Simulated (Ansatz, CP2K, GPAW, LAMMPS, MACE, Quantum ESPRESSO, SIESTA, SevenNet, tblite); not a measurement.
# Which run comes nearest? Glassy 48SiO2-36B2O3-8MgO-8CaO (mol %) (89 atoms)

Density of this cell: 2.41 g/cm³. The cell holds 89 atoms: 12 Si, 18 B, 2 Mg, 2 Ca and 55 O. Cell: a = 10.205 Å, b = 10.205 Å, c = 10.205 Å, α = 90.0°, β = 90.0°, γ = 90.0°. 89 atoms (12 Si, 18 B, 2 Mg, 2 Ca, 55 O) placed at random at 2.19 g/cm³, melted at 3000 K for 20 ps at fixed volume with the Buckingham and Coulomb pair potential of Guillot and Sator (Geochim. Cosmochim. Acta 71, 1249 (2007)) with the boron terms of Wang et al. (J. Non-Cryst. Solids 498, 294 (2018)). Quenched from 3000 K to 300 K at 50 K/ps and fixed volume, held 10 ps at zero pressure.

Geometry: as built.

The reference, a calculation:

- method: Kohn-Sham DFT, PBE, SSSP efficiency 1.3.0 pseudopotentials, plane waves (Quantum ESPRESSO 7.5); sssp-pbe-1.3.0-efficiency, cutoffs 60/480 Ry, Γ point
- r.m.s. force component: 1.261 eV/Å
- longest force: 6.226 eV/Å
- pressure: -1.9 GPa
- gap (highest filled to lowest empty level): 2.818 eV
- time: 2.7 min on 4 MPI ranks of Arm Neoverse V1, shared host
- CPU time: 11 min

Runs, in no order:
A. GPAW RPBE, LCAO dzp, h 0.18 Å: Kohn-Sham DFT, RPBE, PAW, atomic orbitals (dzp)
B. SevenNet l3i5 potential: machine-learned interatomic potential SevenNet l3i5, trained on PBE(+U) plane-wave data
C. tblite GFN1-xTB: GFN1-xTB tight binding, diagonalisation
D. CP2K GFN1-xTB, OT DIIS: GFN1-xTB tight binding (the program's own implementation), orbital transformation

**Question.** Rank the runs by how far their forces lie from the reference's, least first.

B, A, C, D.

| run | Δ force, r.m.s. (meV/Å) | share of r.m.s. force (%) | CPU time |
| --- | --- | --- | --- |
| B. SevenNet l3i5 potential | 120 | 9.49 | 11 s |
| A. GPAW RPBE, LCAO dzp, h 0.18 Å | 310 | 24.6 | 3 min |
| C. tblite GFN1-xTB | 544 | 43.2 | 4.9 s |
| D. CP2K GFN1-xTB, OT DIIS | 810 | 64.2 | 5.5 s |

Periodic xTB results under one method name differ between programs and library versions. Machine-learned potentials mimic data converged in k, so the reference's own k-point error enters their differences. The network of bonds at the start is that of the classical potential that made the cell, and needn't be the one that DFT or experiment would give. The electronic-structure runs sample only Γ, in a cell whose shortest periodic width is 10 Å.

[Hosts, paths, dates, database ids (printed as entryN), source tags and the programs' standing remarks are cut or masked in the printed files.]
